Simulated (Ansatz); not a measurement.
# ZnO (zincite, P6_3mc): zone-centre modes against carrier density

Aim: how far do free carriers move the optical modes of ZnO (zincite, P6_3mc)?

Method: DFT LDA, scalar-relativistic, plane waves, PAW; PAW set soft_1, in Ansatz 0.2.0.

Report form: the programs' logs are mostly left out.

### Step 1. Set-up

It takes space group P6_3mc (No. 186, hexagonal). The conventional cell has a = 3.249 Å, b = 3.249 Å, c = 5.206 Å, α = 90.00°, β = 90.00°, γ = 120.00°. Nearest to O lie 4 Zn at 1.97 to 1.98 Å. Zn has 4 O at 1.97 to 1.98 Å nearest. Farther neighbours and most contacts between anions are not listed.

Coordinates:

```cif
data_structure
_symmetry_space_group_name_H-M 'P6_3mc'
_symmetry_Int_Tables_number 186
_cell_length_a 3.2493
_cell_length_b 3.2493
_cell_length_c 5.2057
_cell_angle_alpha 90.000
_cell_angle_beta 90.000
_cell_angle_gamma 120.000
_cell_volume 47.60
loop_
_atom_site_label
_atom_site_type_symbol
_atom_site_symmetry_multiplicity
_atom_site_Wyckoff_symbol
_atom_site_fract_x
_atom_site_fract_y
_atom_site_fract_z
_atom_site_occupancy
O1 O 2 b 0.66667 0.33333 0.37901 1
Zn1 Zn 2 b 0.33333 0.66667 0.50000 1
```

### Step 2. Bringing the structure to rest

Harmonic phonons are second derivatives at a point where the forces vanish, and they are wanted at zero stress, so atoms and cell are relaxed first.

Input file input.yaml:

```yaml
crystal:
  lattice:
    - [3.249308, 0.0, 0.0]
    - [-1.624654, 2.8139832727, 0.0]
    - [0.0, 0.0, 5.205709]
  atoms:
    - { symbol: O, position: [0.66666667, 0.33333333, 0.37901] }
    - { symbol: O, position: [0.33333333, 0.66666667, 0.87901] }
    - { symbol: Zn, position: [0.33333333, 0.66666667, 0.5] }
    - { symbol: Zn, position: [0.66666667, 0.33333333, 0.0] }
kpoints:
  mp_grid: { grid: [9, 9, 6] }
hamiltonian:
  xc: lda
  pseudopotentials: { kind: paw, azcp: { folder: soft_1 }, xc_functional: pbe }
scf:
  occupations: { method: gaussian, width: 0.02 }
output:
  forces: true
  stress: true
  eigenvalues: true
  write_density: true
  write_potential: true
  elf: true
  volumetric_format: npy
relax:
  adjacent_minimum: "off"
  f_tol: 0.005
  max_steps: 80
  cell: { stress_tol: 0.05 }
```

On the command line:

```bash
$ ansatz run input.yaml --threads 8 --pin off --max-ram 16384MiB --backend cpu --events-out ev --progress --plain --runs-dir out
```

It took 5.5 s on 8 threads of Arm Neoverse V2, shared host; peak memory 0.46 GiB; 37 s of CPU time.

Relaxation path:

```tsv
step	energy less that of the first step (eV)	largest force component (eV/Å)	pressure (GPa)	volume (Å³)
1	0.0000	0.0516	-7.04	47.60
2	-0.0444	0.0385	-3.47	46.41
3	-0.0601	0.0009	0.31	45.31
4	-0.0599	0.0005	0.00	45.39
5*	-0.0534	0.0007	-0.21	45.39
6	-0.0536	0.0004	0.00	45.33
7*	-0.0535	0.0003	-0.01	45.33
```

Relaxation steps marked * repeat the geometry before them on a plane-wave basis chosen anew for their cell, so energy and pressure can jump there.

Forces are held to the 12 operations that the run works with; a distortion that breaks them can't arise in this run.

```tsv
conventional cell, symmetrised	before	after	change
a (Å)	3.249	3.187	-1.9 %
b (Å)	3.249	3.187	-1.9 %
c (Å)	5.206	5.152	-1.0 %
volume (Å³/atom)	11.90	11.33	-4.8 %
```

Final coordinates:

```xyz
4
Lattice="3.1875 0.0000 0.0000 -1.5937 2.7604 0.0000 0.0000 0.0000 5.1524" Properties=species:S:1:pos:R:3 pbc="T T T"
O     1.5937    0.9201    1.9514
O     0.0000    1.8403    4.5276
Zn    0.0000    1.8403    2.5776
Zn    1.5937    0.9201    0.0014
```

This step gave:

- pressure: -0.005180 GPa
- gap on the k-mesh: 0.7939 eV
- volume per atom: 11.33 Å³

ELF in the ac plane at fractional y = 0.333, with atoms of O and Zn within 0.2 Å of it. It is the smooth field of the valence electrons, not physical close to the nuclei.

Ten even steps from '0' (0.00) to '9' (0.83):
```
2355421100000011
2566532100000011
3577642111001111
3666642111111112
3566542111221112
2444432111111111
1223221000000001
1111110000000000
1111110000000000
1111111111221111
1122111234554321
1122111357887642
1111112589999863
2111113799989984
2111125898668996
3111126997436997
3111136998557997
3110125899889996
2100124799999975
1000012467887653
1000001222332221
1000001111111111
1100011111000111
1111111110000011
1122211100000011
1244321100000011
```
Columns run along a (3.2 Å), rows up along c (5.2 Å). Atoms in or near the plane, at fractional coordinates: O at (0.67, 0.38), Zn at (0.67, 0.00).

Electrostatic potential energy in the ac plane at fractional y = 0.333, with atoms of O and Zn within 0.2 Å of it. With pseudopotentials it is smooth inside the atoms' cores, unlike the true potential.

Values in eV, 22 rows by 16 columns, each cell a mean:
```
  7  10  10  11  10   9   1 -17 -36 -51 -52 -52 -51 -41 -24  -4
  9  10  10  10  10   9   5  -8 -24 -37 -45 -46 -40 -28 -13   2
 10  10  10  10  10  10   9   3  -7 -18 -24 -25 -20 -11   0   8
 11  11  11  11  11  11  10   9   5   1  -3  -4  -1   4   8  10
 11  12  12  12  12  12  11  10   9   9   8   8   8   9  10  11
 12  12  11  11  11  12  11  11  11  11  10  10  10  11  11  11
 11  10  10  10  10  11  11  11  11  12  12  12  12  12  11  11
 10   9   8   8   9   9  10  11  12  12  12  12  12  12  11  10
  9   7   5   5   6   8   9  10  11  11  11  11  11  11  11  10
  7   4   1   0   2   5   8  10  10  11  10  10  11  11  10   9
  7   2  -2  -3   0   4   8   9   8   1  -7  -8  -2   7   9   9
  7   4   0  -1   1   5   8   7  -7 -22 -28 -29 -25 -13   4   8
  8   7   5   4   6   7   9   2 -19 -29 -37 -39 -31 -24  -4   9
  9   9   8   8   9   9  10   1 -20 -31 -41 -43 -33 -25  -6   9
 11  11  10  10  10  11  10   6 -13 -26 -32 -33 -28 -19   1  10
 12  11  11  11  11  12  11  10   2 -12 -20 -21 -16  -2   9  11
 12  12  12  12  12  12  11  10   9   6   2   2   5   8  10  11
 11  11  12  12  12  11  10   9   6   2   0  -1   1   5   8  10
 10  11  12  12  11  10   9   4  -5 -15 -21 -22 -17  -8   2   8
  9  10  11  11  11   9   6  -6 -22 -35 -43 -44 -38 -26 -11   3
  7  10  11  11  10   9   1 -16 -34 -49 -52 -52 -50 -40 -22  -4
  7  10  11  11  10   8  -2 -21 -40 -52 -52 -52 -52 -46 -27  -7
```
Columns run along a (3.2 Å; values clipped at the 3rd and 97th percentile), rows up along c (5.2 Å). Atoms in or near the plane, at fractional coordinates: O at (0.67, 0.38), Zn at (0.67, 0.00).

Valence density in the ac plane at fractional y = 0.333, with atoms of O and Zn within 0.2 Å of it. It is the smooth field of the valence electrons, not physical close to the nuclei.

Values in e/Å³, 22 rows by 16 columns, each cell a mean:
```
 0  0  0  0  0  0  0  1  2  9 21 23 12  4  1  1
 0  0  0  0  0  0  0  1  1  3  6  6  4  1  1  0
 0  0  0  0  0  0  0  0  1  1  1  1  1  1  0  0
 0  0  0  0  0  0  0  0  0  0  0  0  0  0  0  0
 0  0  0  0  0  0  0  0  0  0  0  0  0  0  0  0
 0  0  0  0  0  0  0  0  0  0  0  0  0  0  0  0
 0  0  0  0  0  0  0  0  0  0  0  0  0  0  0  0
 0  0  0  0  0  0  0  0  0  0  0  0  0  0  0  0
 0  0  0  0  0  0  0  0  0  0  0  0  0  0  0  0
 0  0  0  0  0  0  0  0  0  0  0  1  0  0  0  0
 0  0  0  0  0  0  0  0  1  1  1  1  1  1  0  0
 0  0  0  0  0  0  0  1  1  3  4  4  3  2  1  1
 0  0  0  0  0  0  0  1  2  5  7  7  5  3  1  1
 0  0  0  0  0  0  0  1  2  5  7  8  6  3  1  1
 0  0  0  0  0  0  0  1  2  4  5  6  4  2  1  0
 0  0  0  0  0  0  0  1  1  2  3  3  2  1  1  0
 0  0  0  0  0  0  0  0  1  1  1  1  1  1  0  0
 0  0  0  0  0  0  0  0  0  1  1  1  1  0  0  0
 0  0  0  0  0  0  0  0  1  1  1  1  1  1  0  0
 0  0  0  0  0  0  0  0  1  2  5  5  3  1  1  0
 0  0  0  0  0  0  0  1  2  8 19 21 11  3  1  0
 0  0  0  0  0  0  0  1  3 14 34 38 19  5  1  1
```
Columns run along a (3.2 Å), rows up along c (5.2 Å). Atoms in or near the plane, at fractional coordinates: O at (0.67, 0.38), Zn at (0.67, 0.00).

In this step the volume went from 11.90 to 11.33 Å³/atom.

### Step 3. Tight relaxation

Phonons need small forces and stress, so the relaxation is finished with tight tolerances on 9×9×6 k points.

Input file input.yaml:

```yaml
crystal:
  lattice:
    - [3.1874548007, 0.0, 0.0]
    - [-1.5937274003, 2.7604168308, 0.0]
    - [0.0, 0.0, 5.1524026986]
  atoms:
    - { symbol: O, position: [0.6666666667, 0.3333333333, 0.3787375587] }
    - { symbol: O, position: [0.3333333333, 0.6666666667, 0.8787375587] }
    - { symbol: Zn, position: [0.3333333333, 0.6666666667, 0.5002724413] }
    - { symbol: Zn, position: [0.6666666667, 0.3333333333, 0.0002724413] }
kpoints:
  mp_grid: { grid: [9, 9, 6] }
hamiltonian:
  xc: lda
  pseudopotentials: { kind: paw, azcp: { folder: soft_1 }, xc_functional: pbe }
scf:
  occupations: { method: fixed }
output:
  forces: true
  stress: true
  eigenvalues: true
relax:
  adjacent_minimum: "off"
  f_tol: 0.001
  max_steps: 60
  cell: { stress_tol: 0.01 }
```

The job ended after 1.6 s (8 threads; peak memory 0.43 GiB).

Little changed from the start: no atom moved by 0.005 Å and no cell edge by 0.1 %.

Numbers from this step:

| Quantity | Value |
| --- | --- |
| pressure | -0.005194 GPa |

The largest force component left is 0.35 meV/Å and the pressure is -0.005 GPa, within the tolerances set. The cell now holds 11.33 Å³/atom.

### Step 4. Relaxation of a member: no carriers

The cell of the neutral crystal is kept with no carriers. The bands are sampled on 26×26×15 points with Fermi-Dirac filling of 0.03 eV.

Changes to input.yaml since step 3:

```diff
@@ -11,3 +11,3 @@
 kpoints:
-  mp_grid: { grid: [9, 9, 6] }
+  mp_grid: { grid: [26, 26, 15] }
 hamiltonian:
@@ -16,3 +16,3 @@
 scf:
-  occupations: { method: fixed }
+  occupations: { method: fermi_dirac, width: 0.03 }
 output:
@@ -25,2 +25 @@
   max_steps: 60
-  cell: { stress_tol: 0.01 }
```

The job ended after 12 s (8 threads; peak memory 0.88 GiB).

Hardly anything moved in the relaxation; the energy changed by under 0.2 meV an atom.

The largest force component left is 0.36 meV/Å.

### Step 5. Modes of this member: no carriers

The force constants come from the linear response of the density to a displacement.

The zone-centre modes follow for no carriers.

Changes to input.yaml since step 4:

```diff
@@ -18,8 +18,4 @@
 output:
-  forces: true
-  stress: true
   eigenvalues: true
-relax:
-  adjacent_minimum: "off"
-  f_tol: 0.001
-  max_steps: 60
+phonons:
+  method: dfpt
```

Run time: 3.2 min. Hardware: 8 threads; peak memory 8.5 GiB; 22 min of CPU time.

This step gave:

```yaml
sum_rule_residual_before_enforcement: 9.64e-5 eV/Å²
point_group: 6mm
highest_optical_mode_at_the_zone_centre_no_lo_to_term: 552.9 cm⁻¹
lowest_optical_zone_centre_mode: 90.02 cm⁻¹
```

Without the LO-TO term. Patterns of degenerate modes are one choice out of their space. Modes at Γ, with each element's share of the kinetic energy:

```tsv
mode	frequency (cm⁻¹)	symmetry	O %	Zn %
1	0.0	acoustic	20	80
2	0.0	acoustic	20	80
3	0.0	acoustic	20	80
4	90.0	E2	15	85
5	90.0	E2	15	85
6	260.9	B1	2	98
7	390.0	A1	80	20
8	408.6	E1	80	20
9	408.6	E1	80	20
10	441.2	E2	85	15
11	441.2	E2	85	15
12	552.9	B1	98	2
```

Displacements in mode 5 (90.0 cm⁻¹), the largest set to 1:
```
O1   0.00 -0.84  0.00
O2   0.00  0.84  0.00
Zn3  0.00 -1.00  0.00
Zn4  0.00  1.00  0.00
```

Displacements in mode 8 (408.6 cm⁻¹), the largest set to 1:
```
O1   0.00  1.00  0.00
O2   0.00  1.00  0.00
Zn3  0.00 -0.24  0.00
Zn4  0.00 -0.24  0.00
```

Without the LO-TO term the lowest optical mode is real, 90.0 cm⁻¹, and the highest lies at 552.9 cm⁻¹.

### Step 6. Relaxation of a member: 15 × 10²⁰ electrons per cm³

The cell of the neutral crystal is kept with 15 × 10²⁰ electrons per cm³, balanced by a uniform background. The bands are sampled on 26×26×15 points with Fermi-Dirac filling of 0.03 eV.

Changes to input.yaml since step 5:

```diff
@@ -10,2 +10,3 @@
     - { symbol: Zn, position: [0.6666666667, 0.3333333333, 0.0002724413] }
+total_charge: -0.068002
 kpoints:
@@ -18,4 +19,8 @@
 output:
+  forces: true
+  stress: true
   eigenvalues: true
-phonons:
-  method: dfpt
+relax:
+  adjacent_minimum: "off"
+  f_tol: 0.001
+  max_steps: 60
```

Wall time 22 s (8 threads); peak memory 0.9 GiB.

Hardly anything moved in the relaxation; the energy changed by under 0.2 meV an atom.

The largest force component left is 0.052 meV/Å.

### Step 7. Modes of this member: 15 × 10²⁰ electrons per cm³

The zone-centre modes follow for 15 × 10²⁰ electrons per cm³.

input.yaml, the sections that differ from step 6:

```yaml
crystal:
  lattice:
    - [3.1874548007, 0.0, 0.0]
    - [-1.5937274003, 2.7604168308, 0.0]
    - [0.0, 0.0, 5.1524026986]
  atoms:
    - { symbol: O, position: [0.6666666667, 0.3333333333, 0.378673235] }
    - { symbol: O, position: [0.3333333333, 0.6666666667, 0.878673235] }
    - { symbol: Zn, position: [0.3333333333, 0.6666666667, 0.500336765] }
    - { symbol: Zn, position: [0.6666666667, 0.3333333333, 0.000336765] }
output:
  eigenvalues: true
phonons:
  method: dfpt
# total_charge, kpoints, hamiltonian, scf: as in step 6
# relax: removed
```

Wall time 3.6 min (8 threads); peak memory 8.6 GiB.

Numbers from this step:

- sum-rule residual before enforcement: 8.70e-5 eV/Å²
- highest optical mode at the zone centre (no LO-TO term): 548.1 cm⁻¹
- lowest optical zone-centre mode: 88.01 cm⁻¹

Without the LO-TO term. Patterns of degenerate modes are one choice out of their space. The modes at Γ (shares of kinetic energy by element, %):

```tsv
mode	frequency (cm⁻¹)	symmetry	O %	Zn %
1	0.0	acoustic	20	80
2	0.0	acoustic	20	80
3	0.0	acoustic	20	80
4	88.0	E2	15	85
5	88.0	E2	15	85
6	258.7	B1	2	98
7	394.9	A1	80	20
8	412.1	E1	80	20
9	412.1	E1	80	20
10	441.6	E2	85	15
11	441.6	E2	85	15
12	548.1	B1	98	2
```

Without the LO-TO term the lowest optical mode is real, 88.0 cm⁻¹, and the highest lies at 548.1 cm⁻¹.

### Step 8. A check on a coarser mesh: 2 × 10²⁰ electrons per cm³

To see what the mesh is worth, the run for 2 × 10²⁰ electrons per cm³ is repeated on 21×21×12 points.

input.yaml, the sections that differ from step 7:

```yaml
crystal:
  lattice:
    - [3.1874548007, 0.0, 0.0]
    - [-1.5937274003, 2.7604168308, 0.0]
    - [0.0, 0.0, 5.1524026986]
  atoms:
    - { symbol: O, position: [0.6666666667, 0.3333333333, 0.3787348869] }
    - { symbol: O, position: [0.3333333333, 0.6666666667, 0.8787348869] }
    - { symbol: Zn, position: [0.3333333333, 0.6666666667, 0.5002751131] }
    - { symbol: Zn, position: [0.6666666667, 0.3333333333, 0.0002751131] }
total_charge: -0.009067
kpoints:
  mp_grid: { grid: [21, 21, 12] }
# hamiltonian, scf, output, phonons: as in step 7
```

Run time: 1.8 min. Hardware: 8 threads; peak memory 4.7 GiB; 13 min of CPU time.

This step gave:

| Item | Value |
| --- | --- |
| sum-rule residual before enforcement | 8.46e-5 eV/Å² |
| highest optical mode at the zone centre (no LO-TO term) | 552.3 cm⁻¹ |
| lowest optical zone-centre mode | 89.77 cm⁻¹ |

The highest mode comes at 552.3 cm⁻¹, against 552.3 cm⁻¹ on 26×26×15 points.

### Step 9. A check on a coarser mesh: 10 × 10²⁰ electrons per cm³

To see what the mesh is worth, the run for 10 × 10²⁰ electrons per cm³ is repeated on 21×21×12 points.

input.yaml, the sections that differ from step 8:

```yaml
crystal:
  lattice:
    - [3.1874548007, 0.0, 0.0]
    - [-1.5937274003, 2.7604168308, 0.0]
    - [0.0, 0.0, 5.1524026986]
  atoms:
    - { symbol: O, position: [0.6666666667, 0.3333333333, 0.3786918378] }
    - { symbol: O, position: [0.3333333333, 0.6666666667, 0.8786918378] }
    - { symbol: Zn, position: [0.3333333333, 0.6666666667, 0.5003181622] }
    - { symbol: Zn, position: [0.6666666667, 0.3333333333, 0.0003181622] }
total_charge: -0.045334
# kpoints, hamiltonian, scf, output, phonons: as in step 8
```

The job ended after 1.8 min (8 threads; peak memory 4.7 GiB; 13 min of CPU time).

Numbers from this step:

| Property | Result |
| --- | --- |
| sum-rule residual before enforcement | 6.93e-5 eV/Å² |
| highest optical mode at the zone centre (no LO-TO term) | 549.9 cm⁻¹ |
| lowest optical zone-centre mode | 88.67 cm⁻¹ |

The highest mode comes at 549.9 cm⁻¹, against 550.0 cm⁻¹ on 26×26×15 points.

### Step 10. The series together

The members are set side by side, also those not shown above.

Electrons count positive and holes negative; without the LO-TO term; modes are tracked from the neutral crystal by their patterns, and those within 0.3 cm⁻¹ of each other stand once; the cell of the neutral crystal is kept and the atoms are relaxed where symmetry leaves them free; all runs use 26×26×15 k points and Fermi-Dirac smearing of 0.03 eV. Optical modes along the series:

```tsv
carriers (10²⁰ cm⁻³)	mode 4 E2 (cm⁻¹)	mode 6 B1 (cm⁻¹)	mode 7 A1 (cm⁻¹)	mode 8 E1 (cm⁻¹)	mode 10 E2 (cm⁻¹)	mode 12 B1 (cm⁻¹)
0	90.02	260.9	390	408.6	441.2	552.9
1	89.9	260.8	390.3	409	441.3	552.6
2	89.77	260.6	390.7	409.2	441.4	552.3
4	89.48	260.4	391.6	409.7	441.4	551.8
6	89.22	260.1	392.2	410.2	441.4	551.2
10	88.68	259.5	393.4	411.1	441.5	550
15	88.01	258.7	394.9	412.1	441.6	548.1
```

### Step 11. Results

| Item | Value |
| --- | --- |
| members | 7 |
| mode that changes most, in cm⁻¹ | mode 7 A1 |
| its frequency without carriers | 389.96 cm⁻¹ |
| its frequency at 15 × 10²⁰ cm⁻³ | 394.87 cm⁻¹ |

In words: At 15 × 10²⁰ electrons per cm³ the largest change in cm⁻¹ is that of mode 7 A1, +4.91 cm⁻¹ from 389.96 cm⁻¹. At 2 and 10 × 10²⁰ cm⁻³ the coarser mesh moves the optical modes by up to 0.04 cm⁻¹, a measure of the error left by the mesh there. The response is adiabatic: the carriers follow the ions at once. Where they cannot, as for a zone-centre mode faster than their scattering, measured shifts differ, and line shapes are not given here. The background stands for dopants without their size, scattering or local bonds, and the cell is that of the neutral crystal, although carriers also change the volume at rest, which would shift the modes as well. In a polar crystal the carriers also screen the field of the longitudinal modes, often the largest effect; only modes without that field are treated here. These are harmonic frequencies of a static lattice, with warm electrons: anharmonic shifts, linewidths and thermal expansion are left out. The PAW files were made for PBE; the program adapts parts of them to the functional of the run, but their partial waves stay those of PBE, an approximation that was not tested in this session. Only the zone centre was solved, so an instability at another wavevector cannot show here.

[Logs are printed without paths, hosts, clocks, repeated set-up lines and the standing remarks that a program may print on its own settings, such as how far it seeks lower states.]

[Hosts, paths, dates, database ids (printed as entryN), source tags and the programs' standing remarks are cut or masked in the printed files.]
